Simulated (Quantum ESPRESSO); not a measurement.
**WC (hexagonal): which axis gives way under pressure?**

Cell and atoms of hexagonal WC are relaxed at set pressures, to see how each axis shrinks. The phase is followed to these pressures whether or not it stays the stable one.

Calculated with Quantum ESPRESSO 7.5, PBEsol, GBRV 1.5 ultrasoft potentials, cutoff 680 eV, Fermi–Dirac smearing 0.05 eV, k-mesh 17×17×15, no spin polarisation, no spin-orbit coupling.

Reference cell, relaxed at zero pressure with PBEsol (P-6m2): a = 2.8994 Å, b = 2.8994 Å, c = 2.8288 Å, α = 90.00°, β = 90.00°, γ = 120.00°.

```
atom       x       y       z
   W  0.0000  0.0000  0.0000
   C  0.6667  0.3333  0.5000
```

| P (GPa) | a (Å) | c (Å) | c/a |
| --- | --- | --- | --- |
| −3.95 | 2.9098 | 2.8364 | 0.9748 |
| −0.02 | 2.8994 | 2.8288 | 0.9756 |
| 4.94 | 2.8870 | 2.8196 | 0.9766 |
| 9.88 | 2.8753 | 2.8109 | 0.9776 |
| 14.84 | 2.8641 | 2.8026 | 0.9785 |
| 29.70 | 2.8335 | 2.7796 | 0.9810 |

**Question.** Give the linear compressibility of each axis at zero pressure, and the edges at 19.80 GPa, a row left out above.

Least squares with l = l0 + l1 P + l2 P² gives for a: l0 = 2.8994 Å, l1 = −2.556e−3 Å/GPa, l2 = 1.13e−5 Å/GPa², so β = −l1/l0 = 0.881 × 10⁻³ GPa⁻¹ and the withheld edge is 2.8533 Å. The run itself gives 2.8535 Å, so the estimate misses by 0.0002 Å; the fitted rows themselves lie up to 0.0001 Å off the law.

Least squares with l = l0 + l1 P + l2 P² gives for c: l0 = 2.8288 Å, l1 = −1.885e−3 Å/GPa, l2 = 7.72e−6 Å/GPa², so β = −l1/l0 = 0.666 × 10⁻³ GPa⁻¹ and the withheld edge is 2.7945 Å. The run itself gives 2.7946 Å, so the estimate misses by 0.0001 Å, a rounding's worth.

The compressibilities add to the volume compressibility, 2β_a + β_c = 2.429 × 10⁻³ GPa⁻¹, or B0 ≈ 412 GPa; a parabola over so wide a range errs a few per cent to the stiff side. The a axis is the softest, 1.3 times as compressible as c.

[Logs are printed without paths, hosts, clocks, repeated set-up lines and the standing remarks that a program may print on its own settings, such as how far it seeks lower states.]
